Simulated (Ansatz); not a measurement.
# SrLiH3 in R-3c, a phase reached by a soft mode: following an unstable mode, part 3 of 3

Which phase does SrLiH3 in R-3c, a phase reached by a soft mode fall into along its unstable mode, and how much energy does it gain?

Ansatz 0.2.0; DFT PBEsol, scalar-relativistic, plane waves, PAW; PAW set soft_1.

So far. Step 5 (Energy along the mode, all amplitudes (two of the runs …): The lowest of the steps tried is the last one, at 0.6 Å, 13.3 meV/atom below the parent; the bottom of the well need not coincide with a step. Step 7 (The new phase in its own primitive cell): The forces vanish by symmetry and the pressure is 0.002 GPa, within the tolerances set. The cell now holds 10.56 Å³/atom. The relaxed cell has a = 3.752 Å (conventional setting).

The structure was built from a prototype and need not be the compound's stable phase.

## 8. Modes of the new phase

A relaxed structure may still be a saddle point, so its zone-centre modes are computed. The response to a homogeneous field gives the Born charges and the dielectric tensor.

Input file input.yaml:

```yaml
crystal:
  lattice:
    - [3.7520081066, 0.0, 0.0]
    - [0.0, 3.7520081066, 0.0]
    - [0.0, 0.0, 3.7520081066]
  atoms:
    - { symbol: Li, position: [0.0, 0.0, 0.0] }
    - { symbol: Sr, position: [0.5, 0.5, 0.5] }
    - { symbol: H, position: [0.0, 0.5, 0.0] }
    - { symbol: H, position: [0.0, 0.0, 0.5] }
    - { symbol: H, position: [0.5, 0.0, 0.0] }
kpoints:
  mp_grid: { grid: [6, 6, 6] }
hamiltonian:
  xc: pbesol
  pseudopotentials: { kind: paw, azcp: { folder: soft_1 }, xc_functional: pbe }
scf:
  occupations: { method: fixed }
output:
  eigenvalues: true
phonons:
  method: dfpt
  dielectric: true
  rigid_motions: translations
```

Run with:

```
$ ansatz run input.yaml --threads 8 --pin off --max-ram 16384MiB --backend cpu --events-out ev --progress --plain --runs-dir out
```

Numbers of over 12 decimals in the logs are rounded to 6 here.

The program printed:

```text
[...]
Crystal: 5 atoms, lattice volume = 52.819 Å³
Basis set: ecut = 420 eV, 1021 PW (Γ), exchange–correlation on 54×54×54 points (8 copies of the dense FFT grid, shifted against one another)
Bands: 13, of which v1, the nominal top of the filled ones, is band 8 counted from 1 (7 counted from 0)
Symmetry: 48 space group operations
k-points: 80 of 216 (irreducible under 2 space group operations, time reversal used)
[...]
SCF iter   1: F=—  HF=-3745.515378 eV  |F-HF|=—  |Δ(HF+E_count)|=         —  Δρ=5.49e-2  dr2=1.72e0  ethr=3.10e-3  ⟨swp⟩=5.0  Hψ=5983  notcnv=0  defer=131
[...]
SCF iter   8: F=-3744.924797 eV  HF=-3744.924797 eV  |F-HF|=2.27e-12  |Δ(HF+E_count)|=  4.50e-11  Δρ=9.76e-8  dr2=4.80e-12  ethr=1.00e-12  ⟨swp⟩=15.3  Hψ=8152  notcnv=0
SCF 1 converged in 8 iterations: F = -3744.924797 eV  dr2 = 4.80e-12
[...]
DFPT response loops at Γ: preconditioner auto → none (the input reference at scf.mixing.eps_inf says where Resta's filter doesn't serve); β = 0.50; Broyden in place of MSR1
[...]
Bands: 9, of which v1, the nominal top of the filled ones, is band 8 counted from 1 (7 counted from 0)
k-points: 20 of 512
[...]
Eigensolver: Dense (20 Hₖ)
SCF iter   1: F=—  HF=-3744.924272 eV  |F-HF|=—  |Δ(HF+E_count)|=         —  Δρ=1.63e-4  dr2=3.19e-6  ethr=1.00e-1
[...]
SCF iter   3: F=-3744.924276 eV  HF=-3744.924276 eV  |F-HF|=2.45e-9  |Δ(HF+E_count)|=   1.04e-6  Δρ=5.50e-6  dr2=5.93e-9  ethr=4.51e-9
SCF 1 converged in 3 iterations: F = -3744.924276 eV  dr2 = 5.93e-9
[...]
WARN: field response: ε∞ stands inside a basis, on 8×8×8 points; the force constants stand on the 6×6×6 k-mesh, whose period is 11.45 times the interband length at k = (0.0000, 0.0000, -0.5000), direct gap 2.679 eV, under 14: take them and everything formed from them as unconverged, and compare with a denser kpoints.mp_grid
SCF converged after 8 iterations
Free energy (F): -3744.924797 eV
[...]
Internal energy: -3744.924797 eV  (E = F + TS)
E sigma→0 (E₀):  -3744.924797 eV
Fermi energy:    5.641800 eV
[...]
--- Band table (eV; the first three rows and the last of 80) ---
  k-point 0: bands = [... 4 lower, -10.6692, -0.5435, 4.3464, 4.3464, 11.1061, 11.1061, 11.1061, 11.7970, ... 1 higher]
  k-point 1: bands = [... 4 lower, -10.6588, -0.2228, 3.9690, 4.5713, 10.3094, 10.3094, 10.8420, 11.1042, ... 1 higher]
  k-point 2: bands = [... 4 lower, -10.6377, 0.6068, 2.9888, 5.1704, 9.2018, 9.4139, 9.4139, 12.3095, ... 1 higher]
  k-point 79: bands = [... 4 lower, -10.9624, 2.2698, 2.2698, 2.2698, 10.6696, 11.3077, 11.3077, 11.3077, ... 1 higher]
[...]
k mesh reduced under 2 symmetry operations, with k and −k counted as one. Each operation leaves every solved perturbation unchanged. A smaller set is not considered because the run solves the response to a homogeneous field
  ASR residual: 2.780e-4 → 0.000e0 eV/Å²; symmetrization residual: 1.424e-7 eV/Å²
  ASR residual per site (eV/Å²): 1.73e-5 2.78e-4 8.06e-6 8.06e-6 8.06e-6
  Γ frequencies (cm⁻¹): 0.00 0.00 0.00 297.42 297.42 297.42 626.13 626.13 626.13 664.17 664.17 664.17 1086.51 1086.51 1086.51
  ε∞ (high-frequency dielectric tensor):
        4.991184    -0.000000     0.000000
       -0.000000     4.991184     0.000000
        0.000000     0.000000     4.991184
  ε⁰ (static dielectric tensor: ions relaxed, cell fixed):
       14.587317     0.000000    -0.000000
        0.000000    14.587317    -0.000000
       -0.000000    -0.000000    14.587317
  ε⁰ − ε∞ (ionic part):
        9.596132     0.000000    -0.000000
        0.000000     9.596132    -0.000000
       -0.000000    -0.000000     9.596132
[...]
Born effective charges Z* (e; rows j = field, columns β = displacement):
    site 0:
         0.76698   -0.00000    0.00000
         0.00000    0.76698    0.00000
        -0.00000    0.00000    0.76698
    site 1:
         2.23234    0.00000    0.00000
        -0.00000    2.23234    0.00000
         0.00000   -0.00000    2.23234
    site 2:
        -1.05603    0.00000    0.00000
         0.00000   -0.88726    0.00000
         0.00000    0.00000   -1.05603
    site 3:
        -1.05603   -0.00000    0.00000
         0.00000   -1.05603    0.00000
         0.00000   -0.00000   -0.88726
    site 4:
        -0.88726   -0.00000    0.00000
         0.00000   -1.05603    0.00000
         0.00000   -0.00000   -1.05603
  Z* charge neutrality: 2.838e-3 e pre-enforcement
[...]
optical modes at Γ without the LO–TO term, one row a degenerate level:
      ω (cm⁻¹)  modes    IR ((D/Å)²/amu)
        297.42      3            21.5786
        626.13      3           178.1143
        664.17      3             0.0000
       1086.51      3            17.3107
  optical modes at Γ + LO–TO along q̂ = [1.0000, 0.0000, 0.0000]:
      ω (cm⁻¹)  modes    IR ((D/Å)²/amu)
        297.42      2            14.3857
        331.15      1             0.9121
        626.13      2           118.7429
        664.17      3             0.0000
        918.90      1            43.1795
       1086.51      2            11.5404
       1136.74      1            28.2429
  optical modes at Γ + LO–TO along q̂ = [0.0000, 1.0000, 0.0000]:
      ω (cm⁻¹)  modes    IR ((D/Å)²/amu)
        297.42      2            14.3857
        331.15      1             0.9121
        626.13      2           118.7429
        664.17      3             0.0000
        918.90      1            43.1795
       1086.51      2            11.5404
       1136.74      1            28.2429
  optical modes at Γ + LO–TO along q̂ = [0.0000, 0.0000, 1.0000]:
      ω (cm⁻¹)  modes    IR ((D/Å)²/amu)
        297.42      2            14.3857
        331.15      1             0.9121
        626.13      2           118.7429
        664.17      3             0.0000
        918.90      1            43.1795
       1086.51      2            11.5404
       1136.74      1            28.2429
```

It took 7.3 s on 8 threads of Intel Xeon at 2.60GHz (Ice Lake), shared host; peak memory 0.58 GiB; 39 s of CPU time.

Numbers from this step:

```
sum-rule residual before enforcement                    : 2.78e-4 eV/Å²
miss of the charge sum rule                             : 0.002838 e
estimated error of the dielectric tensor                : 0.01594
estimated error of the Born charges                     : 0.01136 e
point group                                             : m-3m
highest optical mode at the zone centre (no LO-TO term) : 1087 cm⁻¹
lowest optical zone-centre mode                         : 297.4 cm⁻¹
mean high-frequency dielectric constant                 : 4.991
largest Born charge (third of the trace)                : 2.232 e
mean static dielectric constant                         : 14.59
top of the zone-centre spectrum with the field          : 1137 cm⁻¹
```

Without the LO-TO term. Patterns of degenerate modes are one choice out of their space. Modes at Γ, with each element's share of the kinetic energy:

```csv
mode,frequency (cm⁻¹),symmetry,Li %,Sr %,H %
1,0.0,acoustic,7,90,3
2,0.0,acoustic,7,90,3
3,0.0,acoustic,7,90,3
4,297.4,T1u,72,10,18
5,297.4,T1u,72,10,18
6,297.4,T1u,72,10,18
7,626.1,T1u,18,0,82
8,626.1,T1u,18,0,82
9,626.1,T1u,18,0,82
10,664.2,T2u,0,0,100
11,664.2,T2u,0,0,100
12,664.2,T2u,0,0,100
13,1086.5,T1u,3,0,97
14,1086.5,T1u,3,0,97
15,1086.5,T1u,3,0,97
```

Displacements in mode 6 (297.4 cm⁻¹), the largest set to 1:
```
Li1 -0.12  1.00 -0.50
Sr2  0.01 -0.11  0.05
H3  -0.10  0.73 -0.38
H4  -0.10  0.77 -0.36
H5  -0.09  0.77 -0.38
```

Displacements in mode 8 (626.1 cm⁻¹), the largest set to 1:
```
Li1 -0.10  0.08 -0.26
Sr2  0.00  0.00 -0.01
H3   0.38 -0.09  1.00
H4   0.38 -0.31  0.28
H5   0.10 -0.31  1.00
```

Optical modes at the zone centre, without and with the macroscopic field of the longitudinal modes; each column is sorted by frequency, so a row need not hold one and the same mode. Modes with and without the field, by row:

```csv
rank among optical modes,no field (cm⁻¹),"q along (1, 0, 0) (cm⁻¹)"
1,297.4,297.4
2,297.4,297.4
3,297.4,331.1
4,626.1,626.1
5,626.1,626.1
6,626.1,664.2
7,664.2,664.2
8,664.2,664.2
9,664.2,918.9
10,1086,1086
11,1086,1086
12,1086,1137
```

Born charge (rows field, columns displacement) (e), principal values of the symmetric part by kind of site:

```csv
atom,atoms with these values,low,middle,high,mean
Li1,1,0.77,0.77,0.77,0.77
Sr2,1,2.23,2.23,2.23,2.23
H3,3,-1.06,-1.06,-0.89,-1.00
```

In full for Sr2:

```
2.23 0.00 0.00
0.00 2.23 0.00
0.00 0.00 2.23
```

High-frequency dielectric tensor:

```
4.99 0.00 0.00
0.00 4.99 0.00
0.00 0.00 4.99
```

Static dielectric tensor (ions relaxed, fixed cell):

```
14.59  0.00  0.00
 0.00 14.59  0.00
 0.00  0.00 14.59
```

Transverse modes. Lines of the infrared spectrum (strongest = 100):

```csv
position (cm⁻¹),label,relative intensity
297,T1u,12
626,T1u,100
664,T2u,0.0
1086,T1u,10
```

Before it was imposed, the acoustic sum rule was missed by 2.8e-4 eV/Å² and the charge sum rule by 0.0028 e. Small misses are needed for a sound result but don't prove that mesh and cutoff are converged. The lowest optical mode is real, 297 cm⁻¹.

The log warns of the k mesh: “the force constants stand on the 6×6×6 k-mesh, whose period is 11.45 times the interband length at k = (0.0000, 0.0000, -0.5000), direct gap 2.679 eV, under 14: take them and everything formed from them as unconverged”.

## 9. The phases reached

The phases reached along the modes that were followed are set side by side.

Energies are those of the first relaxation, on the mesh of the frozen mode; space group, volume and gap are those of the last relaxation. Phases, by row:

```csv
mode frozen in,space group,energy from parent (meV/atom),volume (Å³/atom),gap on mesh (eV),lowest zone-centre optical mode (cm⁻¹),largest shift (Å)
parent,R-3c,0,15.94,1.983,–,–
"q = (0, 0, 0), 268i cm⁻¹",Pm-3m,-206.1,10.56,1.618,297.4,0.942
```

## 10. Outcome

| Property | Result |
| --- | --- |
| unstable mode of the parent | q = (0, 0, 0), 268i cm⁻¹ |
| depth at the lowest point sampled | 13.3 meV/atom |
| largest atomic shift at that point | 0.6 Å |
| space group reached (within 0.01 Å) | Pm-3m |
| energy gained over the parent (first relaxation, on the mesh of the frozen mode) | 206 meV/atom |
| volume per atom, phase reached | 10.6 Å³ |
| gap on the k-mesh, phase reached | 1.62 eV |
| lowest optical zone-centre mode, phase reached | 297 cm⁻¹ |
| highest optical mode at the zone centre (no LO-TO term), phase reached | 1087 cm⁻¹ |

**Reading.** Along this mode the structure falls into Pm-3m, 206 meV/atom below the parent. At the parent's cell the well is 13.26 meV/atom deep on the steps tried, with its lowest point at a shift of 0.6 Å. That is the last step tried, so the steps alone don't bracket the bottom of the well. Relaxing atoms and cell changes the gain by +192.85 meV/atom against the lowest step (energies at zero smearing). Most of the total comes from this relaxation. The new phase has no imaginary mode at the zone centre of its cell; other wavevectors were not checked. Each path keeps the symmetry of its pattern, so a lower phase may lie along a pattern not tried. With the field response the log warns that the k mesh is coarse for the force constants too, so the frequencies may not be converged. The PAW files were made for PBE and serve the other functionals too. The starting cell was built on a prototype and not taken from a measurement, so the phase need not exist.

[Logs are printed without paths, hosts, clocks, repeated set-up lines and the standing remarks that a program may print on its own settings, such as how far it seeks lower states.]

[Hosts, paths, dates, database ids (printed as entryN), source tags and the programs' standing remarks are cut or masked in the printed files.]
